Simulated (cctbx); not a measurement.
**Interatomic vectors of AlGaSb6**

Space group Pm-3 (no. 200), a = 5.8350 Å, b = 5.8350 Å, c = 5.8350 Å, α = 90.00°, β = 90.00°, γ = 90.00°, content Sb6 Ga1 Al1.

Simulated single-crystal data (cctbx): Mo Kα, λ = 0.71073 Å, to d = 0.8 Å, 80 % of the full sphere, strongest reflection 40000 counts, noise from counting, a 6 % proportional error and a noise floor of 2 counts (s.d.); no absorption, some extinction.

Patterson synthesis, origin scaled to 1000:

```text
Patterson group P m -3
      u       v       w   height  length (A)
  0.000   0.000   0.000   1000.0     0.00
  0.000   0.000   0.500    298.3     2.92
  0.249   0.250   0.500    290.9     3.57
  0.000   0.500   0.250    160.1     3.26
  0.000   0.243   0.500     41.7     3.24
  0.500   0.500   0.500      4.9     5.05
  0.336   0.336   0.336     -5.2     3.40
  0.000   0.344   0.105     -8.9     2.10
  0.259   0.398   0.394     -9.0     3.60
  0.000   0.101   0.340    -10.1     2.07
  0.173   0.345   0.331    -10.2     2.96
  0.000   0.398   0.403    -14.1     3.31
  0.151   0.154   0.261    -14.3     1.97
  0.199   0.199   0.199    -21.4     2.02
```

Q: Assign the vectors.

A peak at u stands for all pairs with xi − xj = u, with weight Σ ZiZj against Σ Z² = 16736 at the origin. Peak heights follow these weights only roughly, since form factors, motion and series ripples differ, all vectors within 0.55 Å of a peak are counted as merged into it though the farther ones add only part of their weight, and F(000) is left out, which lowers the whole map:

| u | v | w | shortest length (Å) | height | 1000 ΣZiZj/ΣZ² | pairs in the cell |
| --- | --- | --- | --- | --- | --- | --- |
| 0.000 | 0.000 | 0.500 | 2.92 | 298 | 311 | 2 × Sb–Sb |
| 0.249 | 0.250 | 0.500 | 3.57 | 291 | 311 | 2 × Sb–Sb |
| 0.000 | 0.500 | 0.250 | 3.26 | 160 | 189 | 2 × Sb–Ga |

The table stops at ten peaks or at a height of 45, below which ripples compete. In the model behind the data Sb, the heaviest element, has 1 independent site: (0.2514, 0, 1/2), up to an allowed shift of origin; the Sb–Sb vectors are differences of these positions and their symmetry mates. The whole model:

```csv
atom,mult.,x,y,z,Ueq (Å²)
Sb1,6,0.2514,0,1/2,0.0258
Ga1,1,0,0,0,0.0269
Al1,1,1/2,1/2,1/2,0.0293
```

This is a model crystal, built by substitution and not relaxed, with assumed displacement parameters.

[Logs are printed without paths, hosts, clocks, repeated set-up lines and the standing remarks that a program may print on its own settings, such as how far it seeks lower states.]
